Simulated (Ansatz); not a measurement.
# Ge wire along [111], 74 atoms a period, H-terminated: bands by functional

What gap, if any, does the Ge wire along [111], 74 atoms a period, H-terminated have, and how does it change with the functional?

Program: Ansatz 0.2.0. Level of theory: DFT PBE, plane waves, PAW; relaxation of a wire's period; PAW set soft_1, in the first sound run; inputs show where later runs differ. Results are calculated unless marked as measured.

This is a report of a sequence of runs, with most program output left out.

### 1. Starting point

The cell holds 116 atoms: 74 Ge and 42 H. Its edges and angles: a = 21.566 Å, b = 23.851 Å, c = 9.977 Å, α = 90.0°, β = 90.0°, γ = 90.0°. Vacuum lies along a and b. The structure's axis is c.

### 2. Relaxing the period

Band widths follow the bond lengths, so the wire is relaxed first. The atoms and the third cell vector are free; the box across stays fixed as vacuum. A Fermi-Dirac smearing is set since the result may be a metal. The pressure printed is a third of the stress's trace over the whole box, vacuum included; only the stress along the axis is relaxed.

input.yaml

```yaml
crystal:
  lattice:
    - [21.566, 0.0, 0.0]
    - [0.0, 23.851, 0.0]
    - [0.0, 0.0, 9.9766126516]
  atoms:
    - { symbol: Ge, position: [0.216717735, 0.352104622, 0.0] }
    - { symbol: Ge, position: [0.216717735, 0.647879661, 0.0] }
    - { symbol: Ge, position: [0.311147278, 0.499992141, 0.0] }
    - { symbol: Ge, position: [0.405576821, 0.647879661, 0.0] }
    - { symbol: Ge, position: [0.500006364, 0.795767181, 0.0] }
    - { symbol: Ge, position: [0.500006364, 0.499992141, 0.0] }
    - { symbol: Ge, position: [0.594435908, 0.647879661, 0.0] }
    - { symbol: Ge, position: [0.216717735, 0.352104622, 0.25] }
    - { symbol: Ge, position: [0.216717735, 0.647879661, 0.25] }
    - { symbol: Ge, position: [0.311147278, 0.499992141, 0.25] }
    - { symbol: Ge, position: [0.405576821, 0.352104622, 0.25] }
    - { symbol: Ge, position: [0.405576821, 0.647879661, 0.25] }
    - { symbol: Ge, position: [0.500006364, 0.204217102, 0.25] }
    - { symbol: Ge, position: [0.500006364, 0.795767181, 0.25] }
    - { symbol: Ge, position: [0.500006364, 0.499992141, 0.25] }
    - { symbol: Ge, position: [0.594435908, 0.352104622, 0.25] }
    - { symbol: Ge, position: [0.594435908, 0.647879661, 0.25] }
    - { symbol: Ge, position: [0.688865451, 0.499992141, 0.25] }
    - { symbol: Ge, position: [0.783294994, 0.352104622, 0.25] }
    - { symbol: Ge, position: [0.783294994, 0.647879661, 0.25] }
    - { symbol: H, position: [0.157655569, 0.481529015, 0.281211434] }
    - { symbol: H, position: [0.311147278, 0.241143355, 0.281211434] }
    - { symbol: H, position: [0.346514655, 0.777304054, 0.281211434] }
    - { symbol: H, position: [0.653498073, 0.777304054, 0.281211434] }
    - { symbol: H, position: [0.688865451, 0.241143355, 0.281211434] }
    - { symbol: H, position: [0.84235716, 0.481529015, 0.281211434] }
    - { symbol: H, position: [0.157655569, 0.321271908, 0.302121899] }
    - { symbol: H, position: [0.157655569, 0.617046947, 0.302121899] }
    - { symbol: H, position: [0.216717735, 0.709545088, 0.302121899] }
    - { symbol: H, position: [0.440944199, 0.173384389, 0.302121899] }
[... 80 atom lines left out ...]
    - { symbol: Ge, position: [0.405576821, 0.352104622, 0.0] }
    - { symbol: Ge, position: [0.500006364, 0.204217102, 0.0] }
    - { symbol: Ge, position: [0.594435908, 0.352104622, 0.0] }
    - { symbol: Ge, position: [0.688865451, 0.499992141, 0.0] }
    - { symbol: Ge, position: [0.783294994, 0.352104622, 0.0] }
    - { symbol: Ge, position: [0.783294994, 0.647879661, 0.0] }
kpoints:
  mp_grid: { grid: [1, 1, 9] }
scf:
  occupations: { method: fermi_dirac, width: 0.05 }
hamiltonian:
  xc: pbe
  pseudopotentials: { kind: paw, azcp: { folder: soft_1 } }
relax:
  cell: { fix: [a, b, alpha, beta, gamma] }
  max_steps: 45
  f_tol: 0.03
```

Launch:

```
> ansatz run input.yaml --threads 16 --pin off --max-ram 61440MiB --backend cuda --events-out ev --progress --plain --runs-dir out --max-vram 78GiB
```

Wall time 17 s (1 × NVIDIA GB200 with 16 threads of Arm Neoverse V2, shared host); peak memory 2.3 GiB.

Relaxation path:

| step | energy less that of the first step (eV) | largest force component (eV/Å) | pressure (GPa) | volume (Å³) |
| --- | --- | --- | --- | --- |
| 1 | 0.0000 | 0.2781 | -0.48 | 5131.68 |
| 2 | -0.2056 | 0.1729 | 0.00 | 5140.27 |
| 3 | -0.2991 | 0.0200 | -0.02 | 5121.94 |
| 4 | -0.2977 | 0.0200 | -0.02 | 5121.94 |

The run keeps the 4 symmetry operations that it works with, so distortions that break them were not tested.

| cell as run | before | after | change |
| --- | --- | --- | --- |
| c (Å) | 9.977 | 9.958 | -0.2 % |

The atoms that moved most (Å, along periodic axes as changes of fractional coordinates times the final cell, across vacuum about the mean position):

| atom | dx | dy | dz | length |
| --- | --- | --- | --- | --- |
| H65 | -0.059 | -0.017 | 0.015 | 0.063 |
| H71 | -0.059 | 0.017 | -0.015 | 0.063 |
| H60 | 0.059 | -0.017 | 0.015 | 0.063 |
| H66 | 0.059 | 0.017 | -0.015 | 0.063 |
| H26 | -0.058 | -0.014 | 0.019 | 0.063 |
| H110 | -0.058 | 0.014 | -0.019 | 0.063 |
| H21 | 0.058 | -0.014 | 0.019 | 0.063 |
| H105 | 0.058 | 0.014 | -0.019 | 0.063 |

Numbers from this step:

| Property | Result |
| --- | --- |
| cell length along the wire | 9.958 Å |

The cell's length comes to 9.958 Å with spin left out.

### 3. The perfect wire

This step: DFT PBE, plane waves, PAW; bands of a perfect wire; PAW set soft_1 (Ansatz 0.2.0).

At the relaxed period the bands are computed along the axis; those that cross an energy going forward count the channels that a perfect wire would open there.

input.yaml

```yaml
crystal:
  lattice:
    - [21.566, 0.0, 0.0]
    - [0.0, 23.851, 0.0]
    - [0.0, 0.0, 9.9576919951]
  atoms:
    - { symbol: Ge, position: [0.21896567, 0.353277534, 0.001802927] }
    - { symbol: Ge, position: [0.218850983, 0.646766854, 0.001593291] }
    - { symbol: Ge, position: [0.311825939, 0.499926698, 5.4812e-05] }
    - { symbol: Ge, position: [0.405978439, 0.647380864, 5.5481e-05] }
    - { symbol: Ge, position: [0.500006364, 0.793420207, 0.001804625] }
    - { symbol: Ge, position: [0.500006364, 0.499992168, 0.999881586] }
    - { symbol: Ge, position: [0.59403429, 0.647380864, 5.5481e-05] }
    - { symbol: Ge, position: [0.218850983, 0.353217429, 0.248406709] }
    - { symbol: Ge, position: [0.21896567, 0.646706749, 0.248197073] }
    - { symbol: Ge, position: [0.311825939, 0.500057585, 0.249945188] }
    - { symbol: Ge, position: [0.405978439, 0.352603419, 0.249944519] }
    - { symbol: Ge, position: [0.405853644, 0.647315807, 0.249946183] }
    - { symbol: Ge, position: [0.500006364, 0.206564076, 0.248195375] }
    - { symbol: Ge, position: [0.500006364, 0.793541494, 0.248408662] }
    - { symbol: Ge, position: [0.500006364, 0.499992115, 0.250118414] }
    - { symbol: Ge, position: [0.59403429, 0.352603419, 0.249944519] }
    - { symbol: Ge, position: [0.594159084, 0.647315807, 0.249946183] }
    - { symbol: Ge, position: [0.68818679, 0.500057585, 0.249945188] }
    - { symbol: Ge, position: [0.781161746, 0.353217429, 0.248406709] }
    - { symbol: Ge, position: [0.781047059, 0.646706749, 0.248197073] }
    - { symbol: H, position: [0.160363971, 0.480948024, 0.283091361] }
    - { symbol: H, position: [0.311947009, 0.243553431, 0.283088689] }
    - { symbol: H, position: [0.348423429, 0.775472994, 0.283089555] }
    - { symbol: H, position: [0.6515893, 0.775472994, 0.283089555] }
    - { symbol: H, position: [0.68806572, 0.243553431, 0.283088689] }
    - { symbol: H, position: [0.839648758, 0.480948024, 0.283091361] }
    - { symbol: H, position: [0.160080749, 0.32253922, 0.301680928] }
    - { symbol: H, position: [0.159893827, 0.617142488, 0.301384262] }
    - { symbol: H, position: [0.217746267, 0.707745484, 0.301386137] }
    - { symbol: H, position: [0.442154327, 0.175089885, 0.301385563] }
[... 80 atom lines left out ...]
    - { symbol: Ge, position: [0.405853644, 0.352668475, 5.3817e-05] }
    - { symbol: Ge, position: [0.500006364, 0.206442789, 0.001591338] }
    - { symbol: Ge, position: [0.594159084, 0.352668475, 5.3817e-05] }
    - { symbol: Ge, position: [0.68818679, 0.499926698, 5.4812e-05] }
    - { symbol: Ge, position: [0.781047059, 0.353277534, 0.001802927] }
    - { symbol: Ge, position: [0.781161746, 0.646766854, 0.001593291] }
kpoints:
  mp_grid: { grid: [1, 1, 9] }
  band_path: { path: ["Γ", Z], npoints: 90 }
scf:
  occupations: { method: fermi_dirac, width: 0.05 }
hamiltonian:
  xc: pbe
  pseudopotentials: { kind: paw, azcp: { folder: soft_1 } }
output:
  dos: { e_range: [-5, 4] }
  write_potential: true
  write_density: true
  volumetric_format: npy
```

Run time: 50 s. Hardware: 1 × NVIDIA GB200 with 16 threads; peak memory 6.9 GiB; 3.2 min of CPU time.

Numbers from this step:

```
band gap on the path through both edges : 1.374 eV
```

The electronic bands at the labelled points (eV, zero at the Fermi level; v1 is the highest filled band, c1 the lowest empty one):

| point | v4 | v3 | v2 | v1 | c1 | c2 | c3 | c4 |
| --- | --- | --- | --- | --- | --- | --- | --- | --- |
| Γ | -1.21 | -1.10 | -1.10 | -0.65 | 0.80 | 1.06 | 1.06 | 1.11 |
| halfway | -1.44 | -1.28 | -1.14 | -1.14 | 0.90 | 0.97 | 0.97 | 1.04 |
| Z | -1.33 | -1.33 | -1.32 | -1.32 | 0.73 | 0.73 | 0.76 | 1.01 |

The gap is 1.37 eV, with spin left out.

On this path the gap is indirect, 1.37 eV, with the valence top at Γ and the conduction bottom at Z. The least direct gap is 1.45 eV.

### 4. Another level of theory, cutoff 500 eV, k-mesh 1×1×7

This step: DFT r2SCAN, plane waves, PAW; bands of a perfect wire at the PBE geometry; PAW set soft_1 (Ansatz 0.2.0).

The atoms stay at the PBE geometry and the functional changes. r2SCAN also reads the kinetic-energy density; it often gives larger moments and wider gaps than PBE, at a higher cost. Against the first PBE run of this kind, the cutoff is 500 eV against 420 and the mesh along the wire has 7 points against 9.

Edit input.yaml of step 3 so:

```diff
@@ -44,3 +44,3 @@
 kpoints:
-  mp_grid: { grid: [1, 1, 9] }
+  mp_grid: { grid: [1, 1, 7] }
   band_path: { path: ["Γ", Z], npoints: 90 }
@@ -49,8 +49,3 @@
 hamiltonian:
-  xc: pbe
+  xc: r2scan
   pseudopotentials: { kind: paw, azcp: { folder: soft_1 } }
-output:
-  dos: { e_range: [-5, 4] }
-  write_potential: true
-  write_density: true
-  volumetric_format: npy
```

It took 81 s on 1 × NVIDIA GB200 with 16 threads; peak memory 7.4 GiB.

This step gave:

```
band gap on the path through both edges : 1.662 eV
```

Electronic bands along the path, in eV, zero at the Fermi level; v1 is the highest filled band, c1 the lowest empty one:

| point | v4 | v3 | v2 | v1 | c1 | c2 | c3 | c4 |
| --- | --- | --- | --- | --- | --- | --- | --- | --- |
| Γ | -1.37 | -1.27 | -1.27 | -0.80 | 1.00 | 1.16 | 1.16 | 1.21 |
| halfway | -1.62 | -1.44 | -1.32 | -1.32 | 1.05 | 1.11 | 1.11 | 1.14 |
| Z | -1.51 | -1.51 | -1.51 | -1.51 | 0.87 | 0.87 | 0.89 | 1.17 |

The gap is 1.66 eV, against 1.37 eV under PBE at the relaxed period.

### 5. Summary of results

| Quantity | Value |
| --- | --- |
| cell length, PBE | 9.958 Å |
| gap, PBE | 1.37 eV |
| gap, r2SCAN | 1.66 eV |

Under PBE the cell's length is 9.96 Å, and a gap of 1.37 eV makes it a semiconductor. At the relaxed period the wire is gapped under every functional, from 1.37 eV (PBE) to 1.66 eV (r2SCAN). Weak screening in one dimension makes quasiparticle gaps larger than the semilocal gaps, as a rule.

[Logs are printed without paths, hosts, clocks, repeated set-up lines and the standing remarks that a program may print on its own settings, such as how far it seeks lower states.]

[Hosts, paths, dates, database ids (printed as entryN), source tags and the programs' standing remarks are cut or masked in the printed files.]
